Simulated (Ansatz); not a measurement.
# YMg2Si2: relaxing a made-up structure, part 2 of 2

This structure for YMg2Si2 is made up. Its elements were placed in a known structure type with a cell scaled to their sizes. What cell does the guess relax to, and how far off was it?

Ansatz 0.2.0; DFT, PBE, plane-wave PAW, files of the set soft_1, scalar-relativistic, no spin, cell and ions relaxed at zero pressure; PAW set soft_1 (the session's first sound run).

So far: Set-up; Relaxing cell and atoms. The relaxed cell has a = 4.181, c = 11.580 Å (conventional setting).

**3. Bands of the relaxed cell**

A second self-consistent run takes a narrower smearing and the mesh shown in its input; the bands follow along the standard path of the relaxed lattice.

This step: DFT, PBE, plane-wave PAW, files of the set soft_1, scalar-relativistic, no spin, bands and density of states at the relaxed cell; PAW set soft_1 (Ansatz 0.2.0).

The input, input.yaml:

```yaml
crystal:
  lattice:
    - [-2.0906896897, 2.0906896897, 5.7899935431]
    - [2.0906896897, -2.0906896897, 5.7899935431]
    - [2.0906896897, 2.0906896897, -5.7899935431]
  atoms:
    - { symbol: "Y", position: [0.0, 0.0, 0.0] }
    - { symbol: Si, position: [0.6013977425, 0.6013977425, 0.0] }
    - { symbol: Si, position: [0.3986022575, 0.3986022575, 0.0] }
    - { symbol: Mg, position: [0.25, 0.75, 0.5] }
    - { symbol: Mg, position: [0.75, 0.25, 0.5] }
kpoints:
  mp_grid: { grid: [10, 10, 10] }
  band_path:
    path:
      - [[0.0, 0.0, 0.0], [-0.5, 0.5, 0.0], [-0.5, 0.5, -0.0651918], [-0.2825959, 0.2825959, -0.2825959], [0.0, 0.0, 0.0], [0.5, 0.5, -0.5], [0.2825959, 0.7174041, -0.7174041], [0.0, 0.5, -0.5], [-0.25, 0.75, -0.25], [0.0651918, 0.9348082, -0.5], [0.5, 0.5, -0.5]]
      - [[-0.5, 0.5, 0.0], [-0.25, 0.75, -0.25]]
    npoints: 7
scf:
  occupations: { method: fermi_dirac, width: 0.03 }
  n_extra_bands: 9
hamiltonian:
  xc: pbe
  pseudopotentials: { kind: paw, azcp: { folder: soft_1 } }
output:
  forces: true
  stress: true
  write_bands: true
  dos: { projected: true }
  write_density: true
  write_potential: true
  elf: true
  volumetric_format: npy
```

The run is started by

```bash
> ansatz run input.yaml --threads 4 --pin off --max-ram 8192MiB --backend cpu --events-out ev --progress --plain --runs-dir out
```

Numbers of over 12 decimals in the logs are rounded to 6 here.

Log:

```text
[...]
Crystal: 5 atoms, lattice volume = 101.232 Å³
Basis set: ecut = 420 eV, 1967 PW (Γ), exchange–correlation on 90×90×90 points (8 copies of the dense FFT grid, shifted against one another)
Bands: 29, of which v1, the nominal top of the filled ones, is band 20 counted from 1 (19 counted from 0)
Symmetry: 16 space group operations
[...]
k-points: 102 of 1000
[...]
SCF iter   1: F=—  HF=-8969.920455 eV  |F-HF|=—  |Δ(HF+E_count)|=         —  Δρ=2.10e-2  dr2=7.24e-1  ethr=3.10e-3  ⟨swp⟩=6.3  Hψ=15097  notcnv=0
[...]
SCF iter   7: F=-8969.778038 eV  HF=-8969.778038 eV  |F-HF|=1.30e-8  |Δ(HF+E_count)|=   6.14e-8  Δρ=7.37e-6  dr2=4.71e-8  ethr=2.56e-10  ⟨swp⟩=12.8  Hψ=21516  notcnv=0
SCF 1 converged in 7 iterations: F = -8969.778038 eV  dr2 = 4.71e-8
[...]
NSCF: frozen V_eff on 79 k-points
SCF converged after 7 iterations
Free energy (F): -8969.778038 eV
[...]
Internal energy: -8969.772097 eV  (E = F + TS)
E sigma→0 (E₀):  -8969.775067 eV
Entropy (-TS):   -0.005941 eV (-1.188 meV/atom)
Fermi energy:    8.607312 eV
[...]
--- Forces (eV/Å), atoms counted from 1 ---
  atom   1  Y      0.00000000    -0.00000000     0.00000000
  atom   2  Si     0.00000000     0.00000000     0.00741954
  atom   3  Si    -0.00000000    -0.00000000    -0.00741954
  atom   4  Mg    -0.00000000    -0.00000000    -0.00000000
  atom   5  Mg     0.00000000    -0.00000000     0.00000000
  max |Σ_I F_I| component: 2.08e-17 eV/Å
--- Stress (GPa, compression-positive) ---
       -0.051665       0.000000      -0.000000
        0.000000      -0.051665       0.000000
       -0.000000       0.000000       0.129373
  P = ⅓ Tr σ = 0.0087 GPa (0.087 kbar)
--- Band table (eV; the first three rows and the last of 102) ---
  k-point 0: bands = [... 16 lower, 7.3749, 7.6766, 7.6766, 8.0519, 9.5186, 10.5814, 10.6395, 11.2473, ... 5 higher]
  k-point 1: bands = [... 16 lower, 6.9286, 6.9341, 7.1867, 9.0389, 9.7505, 10.5349, 11.3045, 11.9344, ... 5 higher]
  k-point 2: bands = [... 16 lower, 6.1352, 6.2703, 6.8154, 10.0875, 10.3045, 10.3317, 11.4404, 11.8308, ... 5 higher]
  k-point 101: bands = [... 16 lower, 6.9512, 7.8387, 8.3290, 8.5406, 8.5406, 8.6199, 10.7084, 11.7202, ... 5 higher]
```

The job ended after 5.4 s (4 threads of Arm Neoverse V2, shared host; peak memory 0.57 GiB).

This step gave:

* free energy: -8969.7780 eV
* energy at zero smearing: -8969.7751 eV
* smearing term TS: 0.005941 eV
* Fermi energy: 8.607 eV
* pressure: 0.008681 GPa

From bands.tsv, the bands that come nearest the Fermi level along the path, at its corners, in eV from the Fermi level:

| point | band 17 | band 18 | band 19 | band 20 | band 21 | band 22 | band 23 | band 24 |
| --- | --- | --- | --- | --- | --- | --- | --- | --- |
| Γ | -1.23 | -0.93 | -0.93 | -0.56 | 0.91 | 1.97 | 2.03 | 2.64 |
| X | -3.44 | -3.09 | -2.23 | -0.01 | 0.04 | 1.36 | 3.06 | 3.26 |
| Y | -3.45 | -3.10 | -2.17 | -0.02 | 0.12 | 1.36 | 3.17 | 3.23 |
| S | -2.77 | -2.05 | -0.01 | 0.79 | 1.02 | 1.55 | 2.15 | 2.55 |
| Γ | -1.23 | -0.93 | -0.93 | -0.56 | 0.91 | 1.97 | 2.03 | 2.64 |
| Z | -1.66 | -0.77 | -0.28 | -0.07 | -0.07 | 0.01 | 2.10 | 3.11 |
| S1 | -2.77 | -2.05 | -0.01 | 0.79 | 1.02 | 1.55 | 2.15 | 2.55 |
| N | -2.04 | -1.70 | -0.86 | 0.57 | 1.43 | 1.60 | 2.45 | 3.21 |
| P | -3.32 | -2.64 | -2.64 | -1.01 | 1.54 | 2.12 | 2.12 | 3.18 |
| Y1 | -3.45 | -3.10 | -2.17 | -0.02 | 0.12 | 1.36 | 3.17 | 3.23 |
| Z | -1.66 | -0.77 | -0.28 | -0.07 | -0.07 | 0.01 | 2.10 | 3.11 |
| X | -3.44 | -3.09 | -2.23 | -0.01 | 0.04 | 1.36 | 3.06 | 3.26 |
| P | -3.32 | -2.64 | -2.64 | -1.01 | 1.54 | 2.12 | 2.12 | 3.18 |

Counts of states for the cell as run, both spins, by energy window (eV from the Fermi level):

| from | to | total |
| --- | --- | --- |
| -8 | -7 | 0.90 |
| -7 | -6 | 1.01 |
| -6 | -5 | 0.22 |
| -5 | -4 | 1.60 |
| -4 | -3 | 2.11 |
| -3 | -2 | 3.07 |
| -2 | -1 | 1.87 |
| -1 | 0 | 2.06 |
| 0 | 1 | 1.81 |
| 1 | 2 | 2.79 |
| 2 | 3 | 3.44 |
| 3 | 4 | 4.61 |

Below -8 eV lie 26.1 more states.

Valence density in the ac plane of the conventional cell at fractional y = 0.000, with atoms of Y and Si and Mg within 0.2 Å of it. It is the smooth field of the valence electrons, not physical close to the nuclei.

Ten steps, logarithmic in the rise over the least value, from '0' (0 e/Å³) to '9' (21 e/Å³), each cell a mean:
```
55420000001356
43210000000134
00000000000000
00000000000000
00000145300000
00001599830000
00001589720000
11110022101111
11111000001111
01111000001110
11110000001111
22110000000112
22110000000112
11111000001111
01111000001111
11111000001111
11110145310111
00001599830000
00000489720000
00000022100000
00000000000000
11000000000011
54310000000245
56520000001356
```
Columns run along a (4.2 Å), rows up along c (11.6 Å), edges of the conventional cell, whose origin can differ from the input's. Atoms in or near the plane, at fractional coordinates: Y at (0.00, 0.00), Si at (0.00, 0.60), Si at (0.00, 0.40), Mg at (0.50, 0.25), Mg at (0.50, 0.75).

Electrostatic potential energy in the ac plane of the conventional cell at fractional y = 0.000, with atoms of Y and Si and Mg within 0.2 Å of it. With pseudopotentials it is smooth inside the atoms' cores, unlike the true potential.

Values in eV, 24 rows by 14 columns, each cell a mean:
```
-49 -45 -30  -8   4   8  10  11  10   7   0 -17 -38 -47
-24 -18  -6   3   7  10  11  11  11   9   6  -1 -12 -22
  3   5   6   8  10  10  10  10  10  10   9   7   6   4
 10  10  10   9   9   7   6   5   6   8   9  10  10  10
 11  11  10   8   4  -6 -22 -26 -15  -1   6   9  10  11
 11  11   9   6  -4 -36 -51 -51 -48 -19   2   8  10  11
  9   9   8   6  -2 -27 -47 -49 -41 -13   3   7   9   9
 -5  -1   4   6   5   1  -7 -10  -3   3   6   6   2  -4
-21 -24 -12   3   8   9   8   8   8   8   6  -3 -20 -23
  1 -21 -21   0   8  10  11  11  11  10   5  -9 -26 -10
-24 -22  -8   4   9  11  11  11  11  10   8   0 -16 -24
 -2   1   6   9  10  11  11  11  11  11  10   8   4   0
-10  -5   3   8  10  11  11  11  11  11   9   6   0  -8
-18 -25 -15   2   9  11  11  11  11  10   7  -4 -22 -22
 -2 -21 -20   0   8  10  10  10  10   9   5  -9 -26 -12
-22 -18  -5   5   7   7   6   5   6   7   7   1 -12 -21
  3   5   6   6   3  -6 -22 -26 -15  -1   5   7   6   4
 10  10   9   6  -4 -36 -51 -51 -48 -19   2   7   9  10
 11  11   9   6  -2 -27 -47 -49 -41 -13   3   8  10  11
 11  11  10   9   6   1  -7 -10  -3   4   7   9  10  11
  8   9   9   9   9   9   8   8   8   9   9   9   9   8
 -3   0   4   7   9  10  11  11  11  10   8   6   2  -2
-36 -30 -14   0   6   9  11  11  10   8   4  -6 -22 -34
-50 -47 -34 -10   3   8  10  11  10   6  -1 -21 -42 -50
```
Columns run along a (4.2 Å; values clipped at the 3rd and 97th percentile), rows up along c (11.6 Å), edges of the conventional cell, whose origin can differ from the input's. Atoms in or near the plane, at fractional coordinates: Y at (0.00, 0.00), Si at (0.00, 0.60), Si at (0.00, 0.40), Mg at (0.50, 0.25), Mg at (0.50, 0.75).

ELF in the ac plane of the conventional cell at fractional y = 0.000, with atoms of Y and Si and Mg within 0.2 Å of it. It is the smooth field of the valence electrons, not physical close to the nuclei.

Ten even steps from '_' (0.07) to '@' (0.84), each cell a mean:
```
%%@@@@==____....____..##@@%%
%%##==..__....::..____::**%%
....__....::::::::::..____..
::::::::::..........::::::::
------::____......__..::----
====--..__::::..--..__::====
****++--__::::::::....==****
##%%%%##==..__..__::**%%%%##
++**%%@@%%++::..--##@@@@##++
++==##@@%%**--::==##@@%%++==
++**##%%**==::..--++##%%**++
%%%%%%**++--....::==++##%%%%
%%%%%%##++--....::==**##%%%%
==++##%%##++::::--**%%%%**==
++++##@@%%**--::==##@@%%**==
++##%%@@##==....::++%%@@%%**
######**::..........==##%%##
++++==::__::::..--..__--++++
------..__::::::::..__::----
------::..__________..------
......::::::....::::::::....
--::..__....::::::..____..--
@@@@**::____......____==%%@@
**@@@@++______..____::%%@@##
```
Columns run along a (4.2 Å), rows up along c (11.6 Å), edges of the conventional cell, whose origin can differ from the input's. Atoms in or near the plane, at fractional coordinates: Y at (0.00, 0.00), Si at (0.00, 0.60), Si at (0.00, 0.40), Mg at (0.50, 0.25), Mg at (0.50, 0.75).

**4. Results**

```
space group, relaxed : I4/mmm
conventional cell    : a = 4.181, b = 4.181, c = 11.580 Å; α = 90.0°, β = 90.0°, γ = 90.0°
volume per atom      : 20.25 Å³ (guess 19.55)
```

In words: YMg2Si2 relaxes to I4/mmm with a = 4.181, b = 4.181 and c = 11.580 Å. The guessed volume was 3 % too small. The space group I4/mmm was held in the relaxation, so the end point is a stationary structure within it and may be a saddle against distortions or other arrangements. Bands cross the Fermi level, so it is a metal or semimetal at this level. The electron count is odd, which forces that without spin polarisation or a larger cell. On the 10×10×10 mesh with the narrower smearing (relaxed on 9×9×9) the largest force component is 0.007 eV/Å and the largest stress component is 0.129 GPa, against the relaxation's thresholds of 0.015 eV/Å and 0.05 GPa. The cutoff wasn't tested. No dispersion term is used, so weakly bound directions may come out too long. Nothing here tests whether the compound is stable against decomposition.

[Logs are printed without paths, hosts, clocks, repeated set-up lines and the standing remarks that a program may print on its own settings, such as how far it seeks lower states.]

[Hosts, paths, dates, database ids (printed as entryN), source tags and the programs' standing remarks are cut or masked in the printed files.]
